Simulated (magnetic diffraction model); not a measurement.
# Ce2BiSb2Pd9: what an assumed order does to the neutron pattern

Space group Cmcm (no. 63), a = 14.0010 Å, b = 8.0650 Å, c = 9.1670 Å.

```csv
site,atom,x,y,z
4a,Bi,0,0,0
8g,Ce,0.6555,0.3295,3/4
8e,Sb,0.8220,1/2,0
8g,Pd,0.9002,0.4544,3/4
4c,Pd,0,0.8514,1/4
8f,Pd,0,0.3296,0.4699
16h,Pd,0.6687,0.3310,0.0907
```

This is a made-up structure (elements placed in a structure type, unrelaxed), so the numbers test the method and describe no known phase.

Only Ce is taken to order (form factors of Ce3+); orders and moment sizes are assumed, and not adapted to the symmetry. Radiation: neutrons of λ = 2.567 Å, 5° to 60°; isotropic B of 0.1 Å² (Bi), 0.14 Å² (Ce), 0.1 Å² (Sb) and 0.13 Å² (Pd). Simulated constant-wavelength pattern: nuclear and magnetic terms add, the magnetic one as |2.695 fm × Σ f S⊥ exp(2πi Q·r) exp(−B s²)|², summed over all Q at one angle with the factor 1/(sin²θ cos θ). For collinear order S is the moment m, which repeats by lattice and centring translations R with the sign exp(−2πi k·R). Free-ion form factors, Sears's scattering lengths of 1992, no absorption; a label names one of the reflections at its angle. The strongest nuclear line in the range is 100, and lines under 0.2 are left out.

Assume the order k = (0 0 3/2), collinear moments along [010], 1.5 μB on Ce; signs + at (0.6555, 0.3295, 3/4), − at (0.8445, 0.1705, 1/4), − at (0.6555, 0.6705, 1/4), + at (0.8445, 0.8295, 3/4).

Q: Where does magnetic intensity appear, and how strong is it?

```csv
2θ (°),index,nuclear,magnetic
8.03,(0 0 1/2),0.0,119.7
21.13,(2 0 0),27.5,0.0
21.17,(1 1 0),0.3,0.0
22.64,(2 0 1/2),0.0,4.2
22.67,(1 1 1/2),0.0,6.4
24.25,(0 0 3/2),0.0,12.9
26.70,(1 1 1),53.3,0.0
32.38,(2 0 3/2),0.0,2.0
32.40,(1 1 3/2),0.0,6.0
32.52,(0 0 2),41.2,0.0
37.05,(3 1 0),8.3,0.0
37.12,(0 2 0),2.8,0.0
37.98,(3 1 1/2),0.0,15.0
38.04,(0 2 1/2),0.0,0.5
39.11,(2 0 2),0.8,0.0
39.13,(1 1 2),9.9,0.0
40.63,(3 1 1),0.7,0.0
40.70,(0 2 1),4.6,0.0
40.98,(0 0 5/2),0.0,4.4
43.02,(4 0 0),1.9,0.0
43.10,(2 2 0),7.3,0.0
43.84,(4 0 1/2),0.0,4.0
43.92,(2 2 1/2),0.0,0.6
44.78,(3 1 3/2),0.0,11.6
44.83,(0 2 3/2),0.0,2.2
46.30,(2 2 1),4.3,0.0
46.55,(2 0 5/2),0.0,0.9
46.57,(1 1 5/2),0.0,3.5
49.99,(4 0 3/2),0.0,3.0
50.06,(2 2 3/2),0.0,0.7
50.12,(3 1 2),21.1,0.0
50.17,(0 2 2),6.9,0.0
54.57,(1 1 3),1.1,0.0
54.95,(4 0 2),100.0,0.0
55.02,(2 2 2),9.1,0.0
56.42,(3 1 5/2),0.0,7.7
56.47,(0 2 5/2),0.0,2.5
58.05,(5 1 0),46.2,0.0
58.18,(1 3 0),30.6,0.0
58.69,(0 0 7/2),0.0,2.1
58.71,(5 1 1/2),0.0,0.2
58.76,(4 2 1/2),0.0,2.5
```

The strongest magnetic line in the range is (0 0 1/2) at 8.03° (119.7). On top of the Lorentz factor, which all lines share, magnetic lines fade with angle because f falls: for Ce3+ it is 0.96, 0.86, 0.71 and 0.43 at sin θ/λ = 0.1, 0.2, 0.3 and 0.5 Å⁻¹, while nuclear lengths stay constant. The order has no net moment.

[Logs are printed without paths, hosts, clocks, repeated set-up lines and the standing remarks that a program may print on its own settings, such as how far it seeks lower states.]
